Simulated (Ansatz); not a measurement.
# F on Ag(111): change of the work function

How does F on the fcc site change the work function of Ag(111) as the layer fills?

Calculated with Ansatz 0.2.0; plane-wave DFT, PBE, Ansatz PAW.

## Step 1: Set-up

The cell holds 4 atoms: 4 Ag. Its edges and angles: a = 2.892 Å, b = 2.892 Å, c = 25.084 Å, α = 90.0°, β = 90.0°, γ = 60.0°. Vacuum lies along c.

## Step 2: The clean slab

The bare slab comes first, as the zero from which every change is counted. The two lowest layers are held at bulk places and the upper ones relax. The dipole correction removes the false field that a one-sided slab makes across the periodic vacuum, so each face gets a flat vacuum level of its own.

Input file input.yaml:

```yaml
crystal:
  lattice:
    - [2.8920667351, 0.0, 0.0]
    - [1.4460333675, 2.504603262, 0.0]
    - [0.0, 0.0, 25.084087803]
  atoms:
    - { symbol: Ag, position: [0.0, 0.0, 0.3587931947] }
    - { symbol: Ag, position: [0.3333333333, 0.3333333333, 0.4529310649] }
    - { symbol: Ag, position: [0.6666666667, 0.6666666667, 0.5470689351] }
    - { symbol: Ag, position: [0.0, 0.0, 0.6412068053] }
kpoints:
  mp_grid: { grid: [12, 12, 1] }
hamiltonian:
  xc: pbe
scf:
  occupations: { method: fermi_dirac, width: 0.1 }
  convergence: { dr2_threshold: 1.0e-08 }
efield:
  axis: 3
  dipole_correction: true
  ramp_position: 0.97
  ramp_width: 0.06
relax:
  f_tol: 0.02
  max_steps: 60
  constraints: [{ sites: [0, 1] }]
output:
  write_potential: true
  write_density: true
  volumetric_format: npy
```

On the command line:

```console
$ ansatz run input.yaml --threads 4 --pin off --max-ram 16384MiB --backend cpu --events-out ev --progress --plain --runs-dir out
```

The log of the run:

```text
Engine: ansatz 0.2.0, aarch64-unknown-linux-gnu
Pseudopotentials: kind: paw
Pseudopotential: Ag, paw, valence charge 19, recommended cutoff 420 eV (normal), Ag.paw.azcp
Functional definition: PBE
  parameter kappa = 0.804
  parameter beta = 0.066725
  exchange = pbe_x(kappa = kappa, mu = beta*pi^2/3)
  correlation = pbe_c(beta = beta)
Crystal: 4 atoms, lattice volume = 181.696 Å³
Basis set: ecut = 420 eV, 3551 PW (Γ), exchange–correlation on 40×40×360 points (8 copies of the dense FFT grid, shifted against one another)
Bands: 46, of which v1, the nominal top of the filled ones, is band 38 counted from 1 (37 counted from 0)
Symmetry: 6 space group operations
k-points: 19 of 144 (time reversal used)
Non-local potential: Ag, projectors of the file, l = 0: 3, l = 1: 2, l = 2: 2, l = 3: 1
PAW form: soft (Blöchl's): semilocal exchange-correlation on the pseudo side does not see the compensation charge
PAW one-centre angular grid: Ag, 590 points (default); XC on 64 Gauss nodes
Initial density: superposition of atomic densities (neutral atoms: chi_scale 0, normalization atom), corrected by the library's trained network
Initial wavefunctions: pseudopotential atomic-orbital guess
Functional: x = pbe(κ = 0.804, μ = 0.219515), c = pbe(β = 0.066725)
SCF iter   1: F=—  HF=-30361.536039 eV  |F-HF|=—  |Δ(HF+E_count)|=         —  Δρ=1.43e-3  dr2=2.13e-2  ethr=1.77e-3  p=0.000 e·Å  D=4.57e-14 V/Å  ΔV_dip=-0.00 eV  dr2_dipole=1.51e-9  V_vac-E_F(+/−)=4.39/4.39 eV  ⟨swp⟩=7.4  Hψ=3672  notcnv=0  defer=12
efield: sawtooth ramp at fractional position 0.9700 (set: `efield.ramp_position`, or a place that a band, a saddle search or an elastic batch's reference lends), width 0.0600; the density the first Hamiltonian is built on has a dipole p = 0.000 e·Å; the dipole correction subtracts the counter field D = 4.57e-14 V/Å, which shifts the + side's vacuum level by -0.00 eV against the − side's; the planar-averaged density in the ramp window peaks in size at 3.3e-6 e/Å³
preconditioner: auto → LDOS  [metal: Δε(μ)=0.132 eV  Ē_g=9.346 eV  σ=0.100 eV  W_gap=0.32  n_scr=18 (ndim 8)  ℏωp=18.3 eV  f_vac=0.583  D(μ)=0.82/eV (n_scr^D=6)  β→1.0]
SCF iter   2: F=—  HF=-30361.540494 eV  |F-HF|=—  |Δ(HF+E_count)|=   4.46e-3  Δρ=1.71e-3  dr2=1.09e-2  ethr=2.80e-5  p=-0.000 e·Å  D=-9.70e-6 V/Å  ΔV_dip=0.00 eV  dr2_dipole=2.60e-10  V_vac-E_F(+/−)=4.43/4.43 eV  ⟨swp⟩=2.2  Hψ=1740  notcnv=0  defer=25
SCF iter   3: F=—  HF=-30361.538916 eV  |F-HF|=—  |Δ(HF+E_count)|=   1.58e-3  Δρ=5.15e-4  dr2=3.95e-4  ethr=1.43e-5  p=-0.000 e·Å  D=-2.40e-6 V/Å  ΔV_dip=0.00 eV  dr2_dipole=6.36e-10  V_vac-E_F(+/−)=4.45/4.45 eV  ⟨swp⟩=2.0  Hψ=1312  notcnv=0  defer=25
SCF iter   4: F=—  HF=-30361.538833 eV  |F-HF|=—  |Δ(HF+E_count)|=   8.26e-5  Δρ=7.08e-5  dr2=1.22e-5  ethr=5.20e-7  p=-0.000 e·Å  D=-1.66e-6 V/Å  ΔV_dip=0.00 eV  dr2_dipole=2.09e-10  V_vac-E_F(+/−)=4.45/4.45 eV  ⟨swp⟩=3.2  Hψ=1672  notcnv=0  defer=25
SCF iter   5: F=—  HF=-30361.538818 eV  |F-HF|=—  |Δ(HF+E_count)|=   1.50e-5  Δρ=2.65e-5  dr2=1.77e-6  ethr=1.60e-8  p=-0.000 e·Å  D=-4.26e-8 V/Å  ΔV_dip=0.00 eV  dr2_dipole=2.43e-12  V_vac-E_F(+/−)=4.45/4.45 eV  ⟨swp⟩=2.6  Hψ=1527  notcnv=0  defer=25
SCF iter   6: F=—  HF=-30361.538866 eV  |F-HF|=—  |Δ(HF+E_count)|=   4.84e-5  Δρ=9.20e-6  dr2=1.40e-7  ethr=2.33e-9  p=0.000 e·Å  D=9.11e-8 V/Å  ΔV_dip=-0.00 eV  dr2_dipole=3.10e-13  V_vac-E_F(+/−)=4.46/4.46 eV  ⟨swp⟩=2.1  Hψ=1220  notcnv=0  defer=25
SCF iter   7: F=—  HF=-30361.538866 eV  |F-HF|=—  |Δ(HF+E_count)|=   3.56e-8  Δρ=3.14e-6  dr2=2.09e-8  ethr=1.84e-10  p=0.000 e·Å  D=3.63e-8 V/Å  ΔV_dip=-0.00 eV  dr2_dipole=4.86e-13  V_vac-E_F(+/−)=4.46/4.46 eV  ⟨swp⟩=2.4  Hψ=1593  notcnv=0  defer=25
SCF iter   8: F=-30361.538866 eV  HF=-30361.538866 eV  |F-HF|=2.70e-9  |Δ(HF+E_count)|=   5.37e-9  Δρ=6.78e-7  dr2=5.63e-10  ethr=1.32e-11  p=-0.000 e·Å  D=-3.59e-9 V/Å  ΔV_dip=0.00 eV  dr2_dipole=3.26e-14  V_vac-E_F(+/−)=4.46/4.46 eV  ⟨swp⟩=8.7  Hψ=5215  notcnv=0
SCF 1 converged in 8 iterations: F = -30361.538866 eV  dr2 = 5.63e-10
  greatest PAW one-centre occupation: 1.000 electrons in one spin orbital (limit 2), on the Ag atom at site 1 (counted from 0), in its partial waves of l = 0
relax step   1: F+E_penalty+E_count = -30361.53886649 eV  Δ(F+E_penalty+E_count) = +0.000e0 eV  max|allowed force component| = 1.394e-1 eV/Å  Δτ_max = 0.0000 Å  (8 SCF iters, accepted)
Initial density: handed on by an earlier stage of this run
Initial wavefunctions: those handed on with the density
iter 1 solved again at ethr=1.65e-5 eV; its pass at ethr=3.10e-3 eV (dr2=1.25e-2 eV) is discarded
SCF iter   1: F=—  HF=-30361.545693 eV  |F-HF|=—  |Δ(HF+E_count)|=         —  Δρ=2.56e-3  dr2=1.12e-2  ethr=1.65e-5  p=-0.000 e·Å  D=-2.39e-8 V/Å  ΔV_dip=0.00 eV  dr2_dipole=8.08e-5  V_vac-E_F(+/−)=4.45/4.45 eV  ⟨swp⟩=2.0  Hψ=3443  notcnv=0  defer=33
efield: sawtooth ramp at fractional position 0.9700 (set: `efield.ramp_position`, or a place that a band, a saddle search or an elastic batch's reference lends), width 0.0600; the density the first Hamiltonian is built on has a dipole p = -0.000 e·Å; the dipole correction subtracts the counter field D = -2.39e-8 V/Å, which shifts the + side's vacuum level by +0.00 eV against the − side's; the planar-averaged density in the ramp window peaks in size at 6.5e-7 e/Å³
preconditioner: auto → LDOS  [metal: Δε(μ)=0.209 eV  Ē_g=9.267 eV  σ=0.100 eV  W_gap=0.48  n_scr=18 (ndim 8)  ℏωp=18.3 eV  f_vac=0.579  D(μ)=0.92/eV (n_scr^D=6)  β→1.0]
SCF iter   2: F=—  HF=-30361.545710 eV  |F-HF|=—  |Δ(HF+E_count)|=   1.70e-5  Δρ=2.20e-3  dr2=1.62e-2  ethr=1.47e-5  p=0.001 e·Å  D=1.26e-3 V/Å  ΔV_dip=-0.03 eV  dr2_dipole=1.53e-3  V_vac-E_F(+/−)=4.40/4.43 eV  ⟨swp⟩=2.1  Hψ=1485  notcnv=0  defer=33
SCF iter   3: F=—  HF=-30361.542220 eV  |F-HF|=—  |Δ(HF+E_count)|=   3.49e-3  Δρ=4.16e-4  dr2=3.20e-4  ethr=1.47e-5  p=-0.002 e·Å  D=-1.87e-3 V/Å  ΔV_dip=0.05 eV  dr2_dipole=4.02e-5  V_vac-E_F(+/−)=4.49/4.44 eV  ⟨swp⟩=2.0  Hψ=1399  notcnv=0  defer=33
SCF iter   4: F=—  HF=-30361.542196 eV  |F-HF|=—  |Δ(HF+E_count)|=   2.40e-5  Δρ=2.30e-4  dr2=1.11e-4  ethr=4.21e-7  p=-0.001 e·Å  D=-1.01e-3 V/Å  ΔV_dip=0.03 eV  dr2_dipole=2.24e-7  V_vac-E_F(+/−)=4.47/4.44 eV  ⟨swp⟩=2.2  Hψ=1528  notcnv=0  defer=33
SCF iter   5: F=—  HF=-30361.542168 eV  |F-HF|=—  |Δ(HF+E_count)|=   2.84e-5  Δρ=3.25e-5  dr2=3.43e-6  ethr=1.46e-7  p=-0.001 e·Å  D=-1.14e-3 V/Å  ΔV_dip=0.03 eV  dr2_dipole=7.57e-7  V_vac-E_F(+/−)=4.47/4.44 eV  ⟨swp⟩=2.0  Hψ=1327  notcnv=0  defer=33
SCF iter   6: F=—  HF=-30361.542212 eV  |F-HF|=—  |Δ(HF+E_count)|=   4.44e-5  Δρ=1.26e-5  dr2=3.00e-7  ethr=4.51e-9  p=-0.001 e·Å  D=-1.17e-3 V/Å  ΔV_dip=0.03 eV  dr2_dipole=8.95e-9  V_vac-E_F(+/−)=4.47/4.44 eV  ⟨swp⟩=2.0  Hψ=1297  notcnv=0  defer=33
SCF iter   7: F=—  HF=-30361.542212 eV  |F-HF|=—  |Δ(HF+E_count)|=   9.42e-8  Δρ=3.85e-6  dr2=3.53e-8  ethr=3.94e-10  p=-0.001 e·Å  D=-1.17e-3 V/Å  ΔV_dip=0.03 eV  dr2_dipole=3.57e-12  V_vac-E_F(+/−)=4.47/4.44 eV  ⟨swp⟩=2.0  Hψ=1501  notcnv=0  defer=33
SCF iter   8: F=-30361.542212 eV  HF=-30361.542212 eV  |F-HF|=3.05e-9  |Δ(HF+E_count)|=   2.53e-8  Δρ=8.96e-7  dr2=1.20e-9  ethr=1.32e-11  p=-0.001 e·Å  D=-1.16e-3 V/Å  ΔV_dip=0.03 eV  dr2_dipole=2.29e-11  V_vac-E_F(+/−)=4.47/4.44 eV  ⟨swp⟩=9.0  Hψ=5321  notcnv=0
SCF 2 converged in 8 iterations: F = -30361.542212 eV  dr2 = 1.20e-9
relax step   2: F+E_penalty+E_count = -30361.54221216 eV  Δ(F+E_penalty+E_count) = -3.346e-3 eV  max|allowed force component| = 5.879e-2 eV/Å  Δτ_max = 0.1208 Å  (8 SCF iters, accepted)
SCF iter   1: F=—  HF=-30361.543977 eV  |F-HF|=—  |Δ(HF+E_count)|=         —  Δρ=9.71e-4  dr2=1.77e-3  ethr=2.01e-5  p=-0.001 e·Å  D=-1.16e-3 V/Å  ΔV_dip=0.03 eV  dr2_dipole=5.25e-5  V_vac-E_F(+/−)=4.48/4.45 eV  ⟨swp⟩=3.8  Hψ=2048  notcnv=0  defer=33
efield: sawtooth ramp at fractional position 0.9700 (set: `efield.ramp_position`, or a place that a band, a saddle search or an elastic batch's reference lends), width 0.0600; the density the first Hamiltonian is built on has a dipole p = -0.001 e·Å; the dipole correction subtracts the counter field D = -1.16e-3 V/Å, which shifts the + side's vacuum level by +0.03 eV against the − side's; the planar-averaged density in the ramp window peaks in size at 7.8e-7 e/Å³
preconditioner: auto → LDOS  [metal: Δε(μ)=0.206 eV  Ē_g=9.288 eV  σ=0.100 eV  W_gap=0.47  n_scr=18 (ndim 8)  ℏωp=18.3 eV  f_vac=0.581  D(μ)=0.89/eV (n_scr^D=6)  β→1.0]
SCF iter   2: F=—  HF=-30361.544031 eV  |F-HF|=—  |Δ(HF+E_count)|=   5.33e-5  Δρ=9.28e-4  dr2=2.53e-3  ethr=2.33e-6  p=-0.002 e·Å  D=-1.70e-3 V/Å  ΔV_dip=0.04 eV  dr2_dipole=3.84e-5  V_vac-E_F(+/−)=4.50/4.46 eV  ⟨swp⟩=2.7  Hψ=1897  notcnv=0  defer=33
SCF iter   3: F=—  HF=-30361.543457 eV  |F-HF|=—  |Δ(HF+E_count)|=   5.73e-4  Δρ=1.90e-4  dr2=6.10e-5  ethr=2.33e-6  p=-0.001 e·Å  D=-6.14e-4 V/Å  ΔV_dip=0.02 eV  dr2_dipole=4.87e-6  V_vac-E_F(+/−)=4.47/4.45 eV  ⟨swp⟩=2.0  Hψ=1396  notcnv=0  defer=33
SCF iter   4: F=—  HF=-30361.543444 eV  |F-HF|=—  |Δ(HF+E_count)|=   1.35e-5  Δρ=8.92e-5  dr2=1.40e-5  ethr=8.03e-8  p=-0.001 e·Å  D=-8.67e-4 V/Å  ΔV_dip=0.02 eV  dr2_dipole=8.57e-9  V_vac-E_F(+/−)=4.47/4.45 eV  ⟨swp⟩=2.5  Hψ=1546  notcnv=0  defer=33
SCF iter   5: F=—  HF=-30361.543441 eV  |F-HF|=—  |Δ(HF+E_count)|=   2.96e-6  Δρ=1.46e-5  dr2=9.74e-7  ethr=1.84e-8  p=-0.001 e·Å  D=-8.27e-4 V/Å  ΔV_dip=0.02 eV  dr2_dipole=2.55e-7  V_vac-E_F(+/−)=4.47/4.45 eV  ⟨swp⟩=2.0  Hψ=1332  notcnv=0  defer=33
SCF iter   6: F=—  HF=-30361.543462 eV  |F-HF|=—  |Δ(HF+E_count)|=   2.13e-5  Δρ=4.76e-6  dr2=6.36e-8  ethr=1.28e-9  p=-0.001 e·Å  D=-8.00e-4 V/Å  ΔV_dip=0.02 eV  dr2_dipole=9.83e-9  V_vac-E_F(+/−)=4.47/4.45 eV  ⟨swp⟩=2.0  Hψ=1200  notcnv=0  defer=33
SCF iter   7: F=—  HF=-30361.543462 eV  |F-HF|=—  |Δ(HF+E_count)|=   2.79e-8  Δρ=1.89e-6  dr2=1.05e-8  ethr=1.32e-11  p=-0.001 e·Å  D=-7.97e-4 V/Å  ΔV_dip=0.02 eV  dr2_dipole=1.56e-11  V_vac-E_F(+/−)=4.47/4.45 eV  ⟨swp⟩=9.1  Hψ=5612  notcnv=0
SCF iter   8: F=-30361.543462 eV  HF=-30361.543462 eV  |F-HF|=1.14e-9  |Δ(HF+E_count)|=   4.16e-9  Δρ=4.66e-7  dr2=2.72e-10  ethr=1.32e-11  p=-0.001 e·Å  D=-7.96e-4 V/Å  ΔV_dip=0.02 eV  dr2_dipole=1.28e-13  V_vac-E_F(+/−)=4.47/4.45 eV  ⟨swp⟩=8.2  Hψ=5047  notcnv=0
SCF 3 converged in 8 iterations: F = -30361.543462 eV  dr2 = 2.72e-10
relax step   3: F+E_penalty+E_count = -30361.54346218 eV  Δ(F+E_penalty+E_count) = -1.250e-3 eV  max|allowed force component| = 3.526e-3 eV/Å  Δτ_max = 0.0437 Å  (8 SCF iters, accepted)
NSCF: frozen V_eff on 19 k-points
the band table was solved once a step of the walk had ended and its energy, with any forces and stress, was formed, with the checks that follow a solve (4634 applications of the Hamiltonian). They found nothing against the state; the energy, forces and stress were not computed again (output.eigenvalues in the input reference)
SCF converged after 8 iterations
Free energy (F): -30361.543462 eV
Harris-Foulkes:  -30361.543462 eV  (|F-HF|=1.14e-9)
Internal energy: -30361.511446 eV  (E = F + TS)
E sigma→0 (E₀):  -30361.527454 eV
Entropy (-TS):   -0.032016 eV (-8.004 meV/atom)
Fermi energy:    3.774940 eV
Dipole field:    D = -0.000797 V/Å  (p = -0.000800 e·Å, saw-weighted, corrected)
Work function:   Φ+ = 4.4694 eV   Φ− = 4.4494 eV
Levels:          The Fermi level and band energies are counted from a zero that moves with the ramp; work functions are not
--- Per-component energies (eV) ---
  E_band       = -1960.547772
  E_kinetic    = 2109.099074
  E_local      = -128020.276721  (includes V_loc(G=0)·N_el)
  E_nonlocal   = 320.756909
  E_hartree    = 63107.808712
  E_xc         = -738.272181
  E_vxc        = -937.843934  (∫ρ·V_xc dr)
  E_paw        = -15609.056264  (= ΣΔE_a)
  E_vpaw       = -1647.903651  (= ΣTr[D̂ρ^β])
  E_aug_tail   = 0.001306  (compensation charges beyond the density's cutoff)
  E_efield     = 0.000000  (sawtooth field / dipole correction)
  E_vefield    = 0.001582  (∫n·V_field dr)
  E_ewald      = 48468.427718
  E_smearing   = -0.032016  (= −TS)
  E_closure    = -0.000000  (closes the sum)
  Σ components = -30361.543462   (vs F -30361.543462, Δ=0.00e0)
--- Forces (eV/Å), atoms counted from 1 ---
  atom   1  Ag    -0.00000000     0.00000000    -0.13252267
  atom   2  Ag     0.00000000    -0.00000000     0.12981901
  atom   3  Ag    -0.00000000    -0.00000000     0.00352623
  atom   4  Ag    -0.00000000     0.00000000    -0.00082127
  max |Σ_I F_I| component: 1.31e-6 eV/Å
--- Band table (eV; the first three rows and the last of 19) ---
  k-point 0: bands = [... 34 lower, 0.3804, 0.4880, 0.4880, 0.7234, 0.7234, 2.7357, 3.9494, 7.7601, ... 4 higher]
  k-point 1: bands = [... 34 lower, 0.3192, 0.4035, 0.4876, 0.7293, 1.0045, 3.0032, 4.3438, 7.8970, ... 4 higher]
  k-point 2: bands = [... 34 lower, 0.1786, 0.4121, 0.4831, 0.7430, 1.5725, 3.6517, 5.3129, 8.3086, ... 4 higher]
  k-point 18: bands = [... 34 lower, 0.6631, 0.6714, 7.1502, 7.3285, 7.3357, 8.0731, 8.0825, 8.4313, ... 4 higher]
--- Relaxed structure (3 steps of the walk, 3 accepted, 0 SCFs on fresh bases) ---
  F+E_penalty+E_count = -30361.54346218 eV   max|allowed force component| = 3.526e-3 eV/Å
  atoms:
    - { symbol: Ag, position: [0.0, 0.0, 0.3587931947] }
    - { symbol: Ag, position: [0.333333, 0.333333, 0.452931] }
    - { symbol: Ag, position: [0.666667, 0.666667, 0.548158] }
    - { symbol: Ag, position: [2.544541e-18, -1.140001e-18, 0.644283] }
```

Wall time 11 s (4 threads of Arm Neoverse V1, shared host); peak memory 0.51 GiB; 43 s of CPU time.

The column dr2 measures how far the density is from self-consistency, as an energy; F and HF (Harris–Foulkes) agree once it is small.

Relaxation path:

```csv
step,energy less that of the first step (eV),largest force component (eV/Å)
1,0.0000,0.1394
2,-0.0033,0.0588
3,-0.0046,0.0035
```

Forces are held to the 6 operations that the program found; a distortion that breaks them can't arise in this run.

The atoms that moved most (Å):

```csv
atom,dx,dy,dz,length
Ag4,0.000,0.000,0.077,0.077
Ag3,0.000,0.000,0.027,0.027
```

Final coordinates:

```cif
data_structure
_symmetry_space_group_name_H-M 'P 1'
_symmetry_Int_Tables_number 1
_cell_length_a 2.8921
_cell_length_b 2.8921
_cell_length_c 25.0841
_cell_angle_alpha 90.000
_cell_angle_beta 90.000
_cell_angle_gamma 60.000
_cell_volume 181.70
loop_
_atom_site_label
_atom_site_type_symbol
_atom_site_fract_x
_atom_site_fract_y
_atom_site_fract_z
_atom_site_occupancy
Ag1 Ag 0.00000 0.00000 0.35879 1
Ag2 Ag 0.33333 0.33333 0.45293 1
Ag3 Ag 0.66667 0.66667 0.54816 1
Ag4 Ag 0.00000 0.00000 0.64428 1
```

Numbers from this step:

| Item | Value |
| --- | --- |
| energy at zero smearing | -30361.5275 eV |
| work function, upper face | 4.469 eV |
| dipole along the normal | -8.00e-4 e·Å |

Running mean over 2.361 Å of the planar mean; the ramp of the sawtooth is left out. The electron's electrostatic potential energy less the Fermi level by z:

```csv
z (Å),electron's electrostatic potential energy less the Fermi level (eV)
3.5,4.45
4.0,4.45
4.5,4.45
5.0,4.44
5.5,4.43
6.0,4.38
6.5,4.19
7.0,3.48
7.5,1.20
8.0,-2.25
8.5,-4.95
9.0,-5.85
9.5,-6.00
10.0,-6.03
10.5,-6.04
11.0,-6.05
11.5,-6.03
12.0,-5.92
12.5,-5.85
13.0,-5.89
13.5,-5.99
14.0,-5.97
14.5,-5.78
15.0,-5.68
15.5,-5.78
16.0,-5.86
16.5,-5.38
17.0,-3.28
17.5,0.148
18.0,2.97
18.5,4.08
19.0,4.36
19.5,4.44
20.0,4.46
20.5,4.47
21.0,4.47
21.5,4.47
22.0,4.47
```

The relaxation took 3 steps and lowered the energy by 0.0046 eV; the largest force on the free atoms ends at 0.0035 eV/Å.

The work function of the upper face is 4.47 eV.

(Part 1 of 4 ends here.)

[Long decimals in the printed logs are rounded to 6 places.]

[Logs are printed without paths, hosts, clocks, repeated set-up lines and the standing remarks that a program may print on its own settings, such as how far it seeks lower states.]

[Hosts, paths, dates, database ids (printed as entryN), source tags and the programs' standing remarks are cut or masked in the printed files.]

[Maps of the electrostatic potential energy from Ansatz leave out the sawtooth potential of an applied field or a dipole correction, so their vacuum need not be flat; planar profiles and work functions include it.]
